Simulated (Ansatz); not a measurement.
# AlRu (Pm-3m): Grüneisen parameters

Does AlRu (Pm-3m) expand much on heating, by its phonons?

Main program and level: Ansatz 0.2.0; DFT PBEsol, scalar-relativistic, plane waves, PAW.

Report form: inputs, costs, results and the conclusion, without the logs.

### Step 1. Starting point

Symmetry: Pm-3m, No. 221, cubic system. Conventional cell: a = 2.975 Å, b = 2.975 Å, c = 2.975 Å, α = 90.00°, β = 90.00°, γ = 90.00°. Al has 8 Ru at 2.58 Å nearest. Nearest to Ru lie 8 Al at 2.58 Å. Farther neighbours, and contacts between anions beyond the nearest, are not listed.

### Step 2. The dispersion

Stability and thermal properties need the whole zone. Linear response on a 4×4×4 q mesh gives force constants as far as a supercell of that size would.

input.yaml reads:

```yaml
crystal:
  lattice:
    - [2.9754876968, 0.0, 0.0]
    - [0.0, 2.9754876968, 0.0]
    - [0.0, 0.0, 2.9754876968]
  atoms:
    - { symbol: Al, position: [0.0, 0.0, 0.0] }
    - { symbol: Ru, position: [0.5, 0.5, 0.5] }
kpoints:
  mp_grid: { grid: [12, 12, 12] }
hamiltonian:
  xc: pbesol
scf:
  occupations: { method: methfessel_paxton, width: 0.15 }
output:
  eigenvalues: true
phonons:
  method: dfpt
  qmesh: [4, 4, 4]
  temperatures: { t_max: 1000, t_step: 50 }
  qpath:
    path:
      - [[0.0, 0.0, 0.0], [0.0, 0.5, 0.0], [0.5, 0.5, 0.0], [0.0, 0.0, 0.0], [0.5, 0.5, 0.5], [0.0, 0.5, 0.0]]
      - [[0.5, 0.5, 0.5], [0.5, 0.5, 0.0]]
    npoints: 10
```

Command:

```
ansatz run input.yaml --threads 4 --pin off --max-ram 7168MiB --backend cpu --events-out ev --progress --plain --runs-dir out
```

It took 4.3 min on 4 threads of Arm Neoverse N1, shared host; peak memory 1.3 GiB; 14 min of CPU time.

Numbers from this step:

| Quantity | Value |
| --- | --- |
| volume per atom | 13.17 Å³ |
| gap on the k-mesh | 0 eV |
| sum-rule residual before enforcement | 1.03e-4 eV/Å² |
| lowest frequency on the path | 0 cm⁻¹ |
| point group | m-3m |
| highest frequency on path, mesh or solved points | 362.6 cm⁻¹ |
| mean frequency | 241.2 cm⁻¹ |
| Debye temperature (second moment) | 479 K |
| logarithmic mean frequency | 221.9 cm⁻¹ |
| highest optical mode at the zone centre (no LO-TO term) | 321.6 cm⁻¹ |
| lowest optical zone-centre mode | 321.6 cm⁻¹ |
| lowest mode on the q mesh (acoustic modes at Γ apart) | 92.22 cm⁻¹ |
| zero-point energy per atom | 44.86 meV |
| heat capacity at 300 K | 22.08 J/(mol atoms K) |
| vibrational entropy at 300 K | 24.90 J/(mol atoms K) |
| edges of the widest gap between branches, on path and mesh | 217.1, 283.7 cm⁻¹ |

Frequencies (cm⁻¹) solved at each irreducible wavevector; negative means imaginary. Frequencies by wavevector, by row:

```csv
q in reciprocal lattice units,star,mode 1,mode 2,mode 3,mode 4,mode 5,mode 6
0 0 0,1,0,0,0,321.6,321.6,321.6
0 0 0.25,6,111.4,111.4,151.8,311.5,311.5,326.9
0 0 -0.5,3,165.8,165.8,217.1,293.6,293.6,351.1
0 0.25 0.25,12,92.2,145,185.7,303.7,321.6,335.9
0 0.25 -0.5,12,145.4,163.6,179.1,290.4,335.2,353.6
0 -0.5 -0.5,3,119.4,119.4,197.4,283.7,362.6,362.6
0.25 0.25 0.25,8,141.7,141.7,180.5,323,329.3,329.3
0.25 0.25 -0.5,12,155,157.6,184.4,318,333.7,351.8
0.25 -0.5 -0.5,6,166.6,166.6,198.5,319,355.1,355.1
-0.5 -0.5 -0.5,1,207.7,207.7,207.7,351.8,351.8,351.8
```

Symmetry leaves 10 wavevectors to solve. The lowest mode among them, the acoustic zeros apart, lies at q = (0, 0.25, 0.25) and is real, 92.2 cm⁻¹.

### Step 3. Relaxing at another volume, volume ratio 0.97

The volume is scaled by 0.97 and held; symmetry leaves nothing to relax, so this is a single point. The modes can then be followed against volume.

input.yaml, the sections that differ from step 2:

```yaml
crystal:
  lattice:
    - [2.9454302105, 0.0, 0.0]
    - [0.0, 2.9454302105, 0.0]
    - [0.0, 0.0, 2.9454302105]
  atoms:
    - { symbol: Al, position: [0.0, 0.0, 0.0] }
    - { symbol: Ru, position: [0.5, 0.5, 0.5] }
output:
  forces: true
  stress: true
  eigenvalues: true
# kpoints, hamiltonian, scf: as in step 2
# phonons: removed
```

Run time: 1.7 s. Hardware: 4 threads; peak memory 0.3 GiB; 3 s of CPU time.

Numbers from this step:

* pressure: 7.158 GPa
* volume per atom: 12.78 Å³

The run ends at a pressure of 7.16 GPa.

### Step 4. Phonons at the other volume, volume ratio 0.97

The phonons are repeated at this volume on the same meshes, so that differences come from the volume alone.

input.yaml, the sections that differ from step 3:

```yaml
output:
  eigenvalues: true
phonons:
  method: dfpt
  qmesh: [4, 4, 4]
  temperatures: { t_max: 1000, t_step: 50 }
  qpath:
    path:
      - [[0.0, 0.0, 0.0], [0.0, 0.5, 0.0], [0.5, 0.5, 0.0], [0.0, 0.0, 0.0], [0.5, 0.5, 0.5], [0.0, 0.5, 0.0]]
      - [[0.5, 0.5, 0.5], [0.5, 0.5, 0.0]]
    npoints: 10
# crystal, kpoints, hamiltonian, scf: as in step 3
```

It took 4.5 min on 4 threads; peak memory 1.2 GiB; 15 min of CPU time.

Read from the output:

* sum-rule residual before enforcement: 9.48e-5 eV/Å²
* highest frequency on path, mesh or solved points: 385.1 cm⁻¹
* mean frequency: 254.9 cm⁻¹
* Debye temperature (second moment): 506 K
* logarithmic mean frequency: 234.3 cm⁻¹
* highest optical mode at the zone centre (no LO-TO term): 340.9 cm⁻¹
* lowest optical zone-centre mode: 340.9 cm⁻¹
* lowest mode on the q mesh (acoustic modes at Γ apart): 96.99 cm⁻¹
* zero-point energy per atom: 47.41 meV
* heat capacity at 300 K: 21.78 J/(mol atoms K)
* vibrational entropy at 300 K: 23.71 J/(mol atoms K)
* edges of the widest gap between branches, on path and mesh: 230.5, 300.6 cm⁻¹

Frequencies (cm⁻¹) solved at each irreducible wavevector; negative means imaginary. Frequencies by wavevector, by row:

```
q in reciprocal lattice units  star  mode 1  mode 2  mode 3  mode 4  mode 5  mode 6
                        0 0 0     1       0       0       0   340.9   340.9   340.9
                     0 0 0.25     6   116.6   116.6   161.2   329.3   329.3   346.2
                     0 0 -0.5     3   174.7   174.7   230.5   309.3   309.3   370.5
                  0 0.25 0.25    12      97     152   196.9   320.9   339.1   357.1
                  0 0.25 -0.5    12     153   172.5   187.8   306.7   355.3   374.7
                  0 -0.5 -0.5     3   125.8   125.8     206   300.6   385.1   385.1
               0.25 0.25 0.25     8   149.8   149.8   189.3     342   348.7   348.7
               0.25 0.25 -0.5    12   164.1   164.1   196.3   334.8   354.3   372.7
               0.25 -0.5 -0.5     6   176.5   176.5   209.4   336.1   375.7   375.7
               -0.5 -0.5 -0.5     1   221.1   221.1   221.1   369.4   369.4   369.4
```

The highest optical mode at the zone centre (no LO-TO term) is 340.9 cm⁻¹, +19.2 cm⁻¹ against the base run.

### Step 5. Relaxing at another volume, volume ratio 1.03

The volume is scaled by 1.03 and held; symmetry leaves nothing to relax, so this is a single point. The modes can then be followed against volume.

input.yaml, the sections that differ from step 4:

```yaml
crystal:
  lattice:
    - [3.0049498871, 0.0, 0.0]
    - [0.0, 3.0049498871, 0.0]
    - [0.0, 0.0, 3.0049498871]
  atoms:
    - { symbol: Al, position: [0.0, 0.0, 0.0] }
    - { symbol: Ru, position: [0.5, 0.5, 0.5] }
output:
  forces: true
  stress: true
  eigenvalues: true
# kpoints, hamiltonian, scf: as in step 4
# phonons: removed
```

Elapsed: 1.2 s, on 4 threads; peak memory 0.31 GiB.

Read from the output:

| Quantity | Value |
| --- | --- |
| pressure | -6.093 GPa |
| volume per atom | 13.57 Å³ |

The run ends at a pressure of -6.09 GPa.

### Step 6. Phonons at the other volume, volume ratio 1.03

input.yaml, the sections that differ from step 5:

```yaml
output:
  eigenvalues: true
phonons:
  method: dfpt
  qmesh: [4, 4, 4]
  temperatures: { t_max: 1000, t_step: 50 }
  qpath:
    path:
      - [[0.0, 0.0, 0.0], [0.0, 0.5, 0.0], [0.5, 0.5, 0.0], [0.0, 0.0, 0.0], [0.5, 0.5, 0.5], [0.0, 0.5, 0.0]]
      - [[0.5, 0.5, 0.5], [0.5, 0.5, 0.0]]
    npoints: 10
# crystal, kpoints, hamiltonian, scf: as in step 5
```

The job ended after 5 min (4 threads; peak memory 1.2 GiB).

This step gave:

```
sum-rule residual before enforcement                       : 2.12e-5 eV/Å²
highest frequency on path, mesh or solved points           : 341.0 cm⁻¹
mean frequency                                             : 228.1 cm⁻¹
Debye temperature (second moment)                          : 452 K
logarithmic mean frequency                                 : 210 cm⁻¹
highest optical mode at the zone centre (no LO-TO term)    : 303.1 cm⁻¹
lowest optical zone-centre mode                            : 303.1 cm⁻¹
lowest mode on the q mesh (acoustic modes at Γ apart)      : 87.78 cm⁻¹
zero-point energy per atom                                 : 42.42 meV
heat capacity at 300 K                                     : 22.36 J/(mol atoms K)
vibrational entropy at 300 K                               : 26.12 J/(mol atoms K)
edges of the widest gap between branches, on path and mesh : 204.4, 267.3 cm⁻¹
```

Frequencies (cm⁻¹) solved at each irreducible wavevector; negative means imaginary. Frequencies by wavevector, by row:

```
q in reciprocal lattice units  star  mode 1  mode 2  mode 3  mode 4  mode 5  mode 6
                        0 0 0     1       0       0       0   303.1   303.1   303.1
                     0 0 0.25     6   106.3   106.3   142.9   294.4   294.4   308.5
                     0 0 -0.5     3   157.1   157.1   204.4   278.4   278.4   332.8
                  0 0.25 0.25    12    87.8   138.3     175   287.1   304.9   315.6
                  0 0.25 -0.5    12   138.2   155.2   170.6   274.6   315.9   333.6
                  0 -0.5 -0.5     3   113.3   113.3   189.2   267.4     341     341
               0.25 0.25 0.25     8   133.9   133.9   172.1   304.8   310.6   310.6
               0.25 0.25 -0.5    12   146.4   151.4   173.1   301.9     314   331.8
               0.25 -0.5 -0.5     6   157.1   157.1     188   302.5   335.5   335.5
               -0.5 -0.5 -0.5     1   194.8   194.8   194.8     335     335     335
```

The highest optical mode at the zone centre (no LO-TO term) is 303.1 cm⁻¹, -18.5 cm⁻¹ against the base run.

### Step 7. Grüneisen parameters

The Grüneisen parameter of a mode is minus the logarithmic change of its frequency with volume, −d ln ω / d ln V; weighted by heat capacity it gives the expansion.

This step gave:

```
bulk modulus : 220.8 GPa
```

Phonon branches along the path, in cm⁻¹:

| point | branch 1 | branch 2 | branch 3 | branch 4 | branch 5 | branch 6 |
| --- | --- | --- | --- | --- | --- | --- |
| Γ | 0 | 0 | 0 | 322 | 322 | 322 |
| halfway | 111 | 111 | 152 | 312 | 312 | 327 |
| X | 166 | 166 | 217 | 294 | 294 | 351 |
| halfway | 145 | 164 | 179 | 290 | 335 | 354 |
| M | 119 | 119 | 197 | 284 | 363 | 363 |
| halfway | 92 | 145 | 186 | 304 | 322 | 336 |
| Γ | 0 | 0 | 0 | 322 | 322 | 322 |
| halfway | 142 | 142 | 180 | 323 | 329 | 329 |
| R | 208 | 208 | 208 | 352 | 352 | 352 |
| halfway | 155 | 158 | 184 | 318 | 334 | 352 |
| X | 166 | 166 | 217 | 294 | 294 | 351 |
| jump to R | 208 | 208 | 208 | 352 | 352 | 352 |
| halfway | 167 | 167 | 198 | 319 | 355 | 355 |
| M | 119 | 119 | 197 | 284 | 363 | 363 |

The same for volume x 0.97:

| point | branch 1 | branch 2 | branch 3 | branch 4 | branch 5 | branch 6 |
| --- | --- | --- | --- | --- | --- | --- |
| Γ | 0 | 0 | 0 | 341 | 341 | 341 |
| X | 175 | 175 | 230 | 309 | 309 | 370 |
| M | 126 | 126 | 206 | 301 | 385 | 385 |
| Γ | 0 | 0 | 0 | 341 | 341 | 341 |
| R | 221 | 221 | 221 | 369 | 369 | 369 |
| X | 175 | 175 | 230 | 309 | 309 | 370 |
| R | 221 | 221 | 221 | 369 | 369 | 369 |
| M | 126 | 126 | 206 | 301 | 385 | 385 |

The same for volume x 1.03:

| point | branch 1 | branch 2 | branch 3 | branch 4 | branch 5 | branch 6 |
| --- | --- | --- | --- | --- | --- | --- |
| Γ | 0 | 0 | 0 | 303 | 303 | 303 |
| X | 157 | 157 | 204 | 278 | 278 | 333 |
| M | 113 | 113 | 189 | 267 | 341 | 341 |
| Γ | 0 | 0 | 0 | 303 | 303 | 303 |
| R | 195 | 195 | 195 | 335 | 335 | 335 |
| X | 157 | 157 | 204 | 278 | 278 | 333 |
| R | 195 | 195 | 195 | 335 | 335 | 335 |
| M | 113 | 113 | 189 | 267 | 341 | 341 |

Mode Grueneisen parameter -dln(w)/dln(V), modes matched by rank; at Γ the acoustic branches take the value of a neighbouring point of the path. The mode Grüneisen parameters at the labelled points ():

```
    point  branch 1  branch 2  branch 3  branch 4  branch 5  branch 6
        Γ      1.46      1.46      2.04      1.96      1.96      1.96
  halfway      1.54      1.54      2.01      1.87      1.87      1.92
        X      1.77      1.77      2.00      1.75      1.75      1.79
  halfway      1.70      1.76      1.60      1.84      1.96      1.94
        M      1.74      1.74      1.42      1.96      2.03      2.03
  halfway      1.66      1.57      1.96      1.85      1.78      2.06
        Γ      1.72      1.38      1.85      1.96      1.96      1.96
  halfway      1.87      1.87      1.59      1.92      1.93      1.93
        R      2.12      2.12      2.12      1.63      1.63      1.63
  halfway      1.90      1.34      2.10      1.72      2.01      1.94
        X      1.77      1.77      2.00      1.75      1.75      1.79
jump to R      2.12      2.12      2.12      1.63      1.63      1.63
  halfway      1.94      1.94      1.80      1.75      1.89      1.89
        M      1.74      1.74      1.42      1.96      2.03      2.03
```

(dS/dlnV)/C_V. Thermodynamic Grueneisen parameter against temperature:

```
temperature (K)  thermodynamic Grueneisen parameter
             50                                1.72
            100                                1.78
            150                                1.80
            200                                1.81
            250                                1.81
            300                                1.81
            350                                1.82
            400                                1.82
            450                                1.82
            500                                1.82
            550                                1.82
            600                                1.82
            650                                1.82
            700                                1.82
            750                                1.82
            800                                1.82
            850                                1.82
            900                                1.82
            950                                1.82
           1000                                1.82
```

Gamma C_V/(B V) at the static volume. Table of volume expansion by temperature:

| temperature (K) | volume expansion (1e-6/K) |
| --- | --- |
| 50 | 3.27 |
| 100 | 11.1 |
| 150 | 16.6 |
| 200 | 19.8 |
| 250 | 21.7 |
| 300 | 22.9 |
| 350 | 23.6 |
| 400 | 24.1 |
| 450 | 24.5 |
| 500 | 24.8 |
| 550 | 25.0 |
| 600 | 25.1 |
| 650 | 25.2 |
| 700 | 25.3 |
| 750 | 25.4 |
| 800 | 25.5 |
| 850 | 25.5 |
| 900 | 25.6 |
| 950 | 25.6 |
| 1000 | 25.6 |

### Step 8. What came out

```json
{"bulk modulus": "221 GPa", "thermodynamic Grüneisen parameter at 300 K": "1.815", "volume expansion at 300 K, estimated": "22.88 × 10⁻⁶ K⁻¹"}
```

**Reading.** By this estimate the volume grows by 22.9 × 10⁻⁶ per kelvin at 300 K. The highest optical mode at Γ goes from 341 to 303 cm⁻¹ as the cell grows, a Grüneisen parameter of 1.96. Mode parameters on the path run from 1.3 to 2.1, with a median of 1.9. Branches are matched by rank, so values near crossings are rough. The expansion is the Grüneisen estimate at the static volume, with the static bulk modulus. With no gap, or one that is small against the smearing, the frequencies hang on the k mesh and the smearing, most of all near Kohn anomalies. The phonon runs are without spin polarisation, although the cell has an odd electron count.

[Long decimals in the printed logs are rounded to 6 places.]

[Logs are printed without paths, hosts, clocks, repeated set-up lines and the standing remarks that a program may print on its own settings, such as how far it seeks lower states.]

[Hosts, paths, dates, database ids (printed as entryN), source tags and the programs' standing remarks are cut or masked in the printed files.]

[Where the starting crystal was built by hand or by swapping elements, it need not be the compound's stable phase.]
